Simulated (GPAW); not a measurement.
## KTaO3 (Pm-3m): refractive index against wavelength

The refractive index of KTaO3 (Pm-3m) below the direct gap (2.84 eV on the mesh) is read from one computed spectrum, n = √(Re ε).

The structure is cubic, space group Pm-3m (No. 221). The conventional cell has a = 3.988 Å, b = 3.988 Å, c = 3.988 Å, α = 90.00°, β = 90.00°, γ = 90.00°. Around Ta on site a lie 6 O at 1.99 Å. Around K on site b lie 12 O at 2.82 Å. O on site d is surrounded by 2 Ta at 1.99 Å.

Method: GPAW 26.7.0, RPBE, RPA, k-mesh 8×8×8, local fields up to 30 eV, Lorentzian half width 0.15 eV.

Launch of the response step: `OMP_NUM_THREADS=1 python df.py`. The run took 68 s, its band step included, on 1 thread of AMD EPYC 7R43 64-Core Processor (Zen 3), with other jobs on the host.

```
wavelength (nm)  photon energy E (eV)       n
           2000                 0.620  2.1850
           1550                 0.800  2.1921
           1310                 0.946  2.1993
           1064                 1.165  2.2129
            850                 1.459  2.2372
            700                 1.771  2.2730
            633                 1.959       ?
```

In the single-oscillator model n² − 1 = E₀E_d/(E₀² − E²), so 1/(n² − 1) = E₀/E_d − E²/(E₀E_d) is linear in E².

Working, on the rows shown:

| x = E² (eV²) | y = 1/(n² − 1) |
| --- | --- |
| 0.384302 | 0.264955 |
| 0.639837 | 0.262791 |
| 0.895757 | 0.260626 |
| 1.35784 | 0.256612 |
| 2.12762 | 0.249684 |
| 3.13716 | 0.240008 |

Means: x̄ = 1.4238, ȳ = 0.25578. Σ(x − x̄)(y − ȳ) = -0.04896, Σ(x − x̄)² = 5.409. Slope = -0.04896 / 5.409 = -0.009051; intercept = ȳ − slope · x̄ = 0.26867. Turned back into n, the line misses the rows shown by at most 0.001.

Task: What does the fit predict for the withheld row, and how well does it do?

Result: At x = 3.8364 the line gives y = 0.23394, that is 2.2966. The run gave 2.3010, so the extrapolation is off by 0.0044, 4 % of the range in the table.

Refitted with all rows, the slope is -0.009268 and the intercept 0.26889. These give E₀ = √(intercept/−slope) = 5.39 eV and E_d = E₀/intercept = 20.0 eV; E₀ is 1.9 times the direct gap. The electronic limit at long wavelengths, without lattice vibrations, is n = √(1 + 1/intercept) = 2.172. Excitons are left out; RPBE gaps are as a rule too small. The values come from a sum over the points of one k-mesh and carry its error, which grows as the direct gap shrinks. This version of GPAW has incomplete matrix elements in the optical limit, which can lower ε − 1 by up to a tenth where first-row anions or d states rule. Spin-orbit coupling is left out.

[Logs are printed without paths, hosts, clocks, repeated set-up lines and the standing remarks that a program may print on its own settings, such as how far it seeks lower states.]
